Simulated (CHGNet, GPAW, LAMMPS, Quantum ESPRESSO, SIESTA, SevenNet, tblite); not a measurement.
**Other levels on amorphous Ge (75 atoms)**

Density of this cell: 5.08 g/cm³. The cell holds 75 atoms: 75 Ge. Its edges and angles: a = 12.122 Å, b = 12.122 Å, c = 12.122 Å, α = 90.0°, β = 90.0°, γ = 90.0°. 75 atoms (75 Ge) placed at random at 5.08 g/cm³, melted at 3500 K for 10 ps at fixed volume with the Tersoff potential (Tersoff, Phys. Rev. B 39, 5566 (1989)). Quenched from 3500 K to 700 K at 20 K/ps and fixed volume, held 5 ps.

Geometry: as built.

The reference, a calculation:

```
method                 : Kohn-Sham DFT, PBE, SSSP efficiency 1.3.0 pseudopotentials, plane waves (Quantum ESPRESSO 7.5); sssp-pbe-1.3.0-efficiency, cutoffs 45/360 Ry, Γ point
r.m.s. force component : 0.55 eV/Å
longest force          : 1.906 eV/Å
pressure               : 1.698 GPa
time                   : 5.9 min on 4 MPI ranks of Arm Neoverse V2, shared host
CPU time               : 24 min
```

**Question.** The same geometry is run in other programs. How far does each lie from the reference, and what does it cost?
- GPAW PBE, LCAO sz(dzp), h 0.2 Å (GPAW 26.7.0; 1 thread)
- SIESTA vdW-DF2, PBE potentials, DZP, shift 0.01 Ry, mesh 300 Ry (SIESTA 5.4.2; 2 MPI ranks)
- GPAW PBE, grid h 0.2 Å (GPAW 26.7.0; 4 MPI ranks)
- GPAW PBE, LCAO dzp, h 0.2 Å, other mixer settings (GPAW 26.7.0; 1 thread)
- SIESTA PBE, DZP, shift 0.01 Ry, mesh 300 Ry (SIESTA 5.4.2; 1 thread)
- GPAW PBE, LCAO dzp, h 0.2 Å (GPAW 26.7.0; 1 thread)
- SIESTA PBE, DZP, shift 0.005 Ry, mesh 300 Ry (SIESTA 5.4.2; 2 MPI ranks)
- SIESTA PBE, DZP, shift 0.01 Ry, mesh 150 Ry (SIESTA 5.4.2; 1 thread)
- SevenNet 0 potential (SevenNet 0; 1 thread)
- QE PBE, sssp-1.3.0-efficiency, 35/280 Ry (Quantum ESPRESSO 7.5; 4 MPI ranks)

Differences are against the plane-wave reference, forces as r.m.s. over components; share is that over the reference's r.m.s. force, slope the least-squares factor from reference forces to these. Total energies of different programs have different zeros and aren't compared.

| run | Δ force, r.m.s. (meV/Å) | share (%) | slope | Δ pressure (GPa) | cores | CPU time | memory (GiB) |
| --- | --- | --- | --- | --- | --- | --- | --- |
| reference | - | - | - | - | 4 | 24 min | 5.7 |
| GPAW PBE, LCAO sz(dzp), h 0.2 Å (coarse) | 235 | 42.8 | 1.326 | - | 1 | 63 s | 1.2 |
| SIESTA vdW-DF2, PBE potentials, DZP, shift 0.01 Ry, mesh 300 Ry | 196 | 35.7 | 1.104 | 7.43 | 2 | 15 min | 2.5 |
| GPAW PBE, grid h 0.2 Å | 20.9 | 3.79 | 1.028 | - | 4 | 42 min | 5.1 |
| GPAW PBE, LCAO dzp, h 0.2 Å, other mixer settings | 64.2 | 11.7 | 1.089 | - | 1 | 4 min | 1.5 |
| SIESTA PBE, DZP, shift 0.01 Ry, mesh 300 Ry | 125 | 22.8 | 1.108 | 2.17 | 1 | 6.3 min | 1.5 |
| GPAW PBE, LCAO dzp, h 0.2 Å | 64.3 | 11.7 | 1.089 | - | 1 | 3.5 min | 1.6 |
| SIESTA PBE, DZP, shift 0.005 Ry, mesh 300 Ry | 111 | 20.2 | 1.125 | 2.78 | 2 | 9.7 min | 2.1 |
| SIESTA PBE, DZP, shift 0.01 Ry, mesh 150 Ry (coarse) | 130 | 23.7 | 1.104 | 2.65 | 1 | 2.9 min | 0.79 |
| SevenNet 0 potential | 219 | 39.8 | 0.709 | -0.688 | 1 | 6.5 s | 0.72 |
| QE PBE, sssp-1.3.0-efficiency, 35/280 Ry (coarse) | 2.82 | 0.512 | 0.999 | -1.17 | 4 | 17 min | 4.0 |

Rows marked coarse were listed beforehand as settings not expected to be converged; some can still land near the reference.

Times of the machine-learned potentials are mostly Python's start and the loading of weights.

CPU time is summed over cores on a shared host, where runs went side by side, so it is rough. Symmetry, cutoffs, thresholds, outputs and thread counts weren't matched or tuned between programs; memory under MPI is the largest rank's times the ranks.

PBE on plane waves or a grid with other potentials, cutoffs or grids, coarse settings apart, differs from the reference by 3.8 % (GPAW PBE, grid h 0.2 Å) of the r.m.s. force; this holds the reference's own error, so differences of a few per cent don't tell which side is nearer the exact PBE result. The PBE runs in local orbitals, coarse settings apart, differ by 12 % (GPAW PBE, LCAO dzp, h 0.2 Å, other mixer settings) to 23 % (SIESTA PBE, DZP, shift 0.01 Ry, mesh 300 Ry); basis, grid and potentials can all enter. Machine-learned potentials differ by 40 % (SevenNet 0 potential); they were trained on other programs' data. The reference samples few k-points for this cell, and its sampling error, which other DFT runs on the same mesh share, can be part of so large a difference. Among those trained on PBE data the slope goes as low as 0.71, which softening far from their training structures can give, though the reference's k-sampling is untested too. Rows with another functional or a dispersion term differ by 36 % (SIESTA vdW-DF2, PBE potentials, DZP, shift 0.01 Ry, mesh 300 Ry), which mixes the change of model with differences of basis and potentials, some of them made for another functional. Machine-learned potentials mimic data converged in k, so the reference's own k-point error enters their differences. The network of bonds at the start is that of the classical potential that made the cell, and needn't be the one that DFT or experiment would give. The electronic-structure runs sample only Γ, in a cell whose shortest periodic width is 12 Å, which is coarse for a cell with partly filled levels.

[Logs are printed without paths, hosts, clocks, repeated set-up lines and the standing remarks that a program may print on its own settings, such as how far it seeks lower states.]

[Hosts, paths, dates, database ids (printed as entryN), source tags and the programs' standing remarks are cut or masked in the printed files.]
